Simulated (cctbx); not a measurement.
**Diagnosing a refinement**

Cell a = 4.4800 Å, b = 4.4800 Å, c = 7.2550 Å, α = 90.00°, β = 90.00°, γ = 120.00°; space group P-3m1 (no. 164). The compound is MgGa2Sn2.

Simulated single-crystal data (cctbx): Mo Kα, λ = 0.71073 Å, to d = 0.84 Å, 80 % of the full sphere, strongest reflection 20000 counts, noise from counting, a 2 % proportional error and a noise floor of 2 counts (s.d.); no absorption.

An anisotropic refinement with weights 1/σ² prints:

```text
Rint 0.021, 110 unique reflections to 0.84 A
cycle     R1     wR2    GooF  max shift (A)
   1  0.5251  0.8279  55.613   0.00517
   4  0.2370  0.4783  32.131   0.00041
final R1 0.2368 wR2 0.4783 GooF 32.131  parameters 8  data/parameter 13.8
atom        x        y        z      Ueq    occ   su(xyz)  su(Uiso or U11)
Ga1    0.33333  0.66667  0.23716  -0.0159  1.000  0.00126  0.0037  NPD
Sn1    0.33333  0.66667  0.62420   0.0430  1.000  0.00231  0.0057
Mg1    0.00000  0.00000  0.00000   0.0132  1.000  0.00000  0.0162
difference map: max 31.20 min -9.65 rms 2.92
Q1    0.3333  0.6667  0.2283    2   31.36  0.06 A from Ga1
Q2    0.3333  0.6667  0.6100    2   11.69  0.10 A from Sn1
Q3    0.0000  0.0000  0.0000    1    7.04  0.00 A from Mg1
Q4    0.3333  0.6667  0.7931    2    5.09  1.23 A from Sn1
Q5    0.0000  0.0000  0.1972    2    3.10  1.43 A from Mg1
Q6    0.3333  0.6667  0.4516    2    1.95  1.25 A from Sn1
```

**Question.** Can this result stand? If not, what is the likely fault?

Mend it. The fault: elements exchanged: Sn1 is Ga and Ga1 is Sn. Against the right model at the same level, R1 goes from 0.0059 to 0.2368 and GooF from 0.89 to 32.13, U of Ga1 shrinks from 0.0204 to -0.0159 Å², U of Sn1 swells from 0.0254 to 0.0430 Å², the top difference peak, 31.4 e/Å³, lies on Ga1 and Ga1 goes non-positive-definite. Sn1 has 19 electrons too many and its U swells to shed them, as expected; Ga1 has 19 electrons too few and its U shrinks to make up, as expected.

The compound is MgGa2Sn2. The right model at the same level gives:

```text
Rint 0.021, 110 unique reflections to 0.84 A
cycle     R1     wR2    GooF  max shift (A)
   1  0.0068  0.0150   1.011   0.00007
   2  0.0059  0.0132   0.887   0.00000
final R1 0.0059 wR2 0.0132 GooF 0.887  parameters 8  data/parameter 13.8
atom        x        y        z      Ueq    occ   su(xyz)  su(Uiso or U11)
Sn1    0.33333  0.66667  0.23584   0.0204  1.000  0.00003  0.0001
Ga1    0.33333  0.66667  0.62291   0.0254  1.000  0.00005  0.0001
Mg1    0.00000  0.00000  0.00000   0.0269  1.000  0.00000  0.0005
difference map: max 0.26 min -0.16 rms 0.05
Q1    0.3333  0.6667  0.9694    2    0.26  1.93 A from Sn1
Q2    0.3333  0.6667  0.3681    2    0.23  0.96 A from Sn1
Q3    0.0000  0.0000  0.5000    1    0.23  2.74 A from Ga1
Q4    0.3333  0.6667  0.5165    2    0.20  0.77 A from Ga1
Q5    0.3333  0.6667  0.1190    2    0.18  0.85 A from Sn1
Q6    0.1031  0.2063  0.6962    6    0.14  1.86 A from Ga1
```

Isotropic U is held between 0.0001 and 1 Å² by the program, and listed peak heights are interpolated, so they can pass the grid's maximum.

This is a model crystal, built by substitution and not relaxed, with assumed displacement parameters.

[Middle refinement cycles are left out of these outputs.]

[Logs are printed without paths, hosts, clocks, repeated set-up lines and the standing remarks that a program may print on its own settings, such as how far it seeks lower states.]
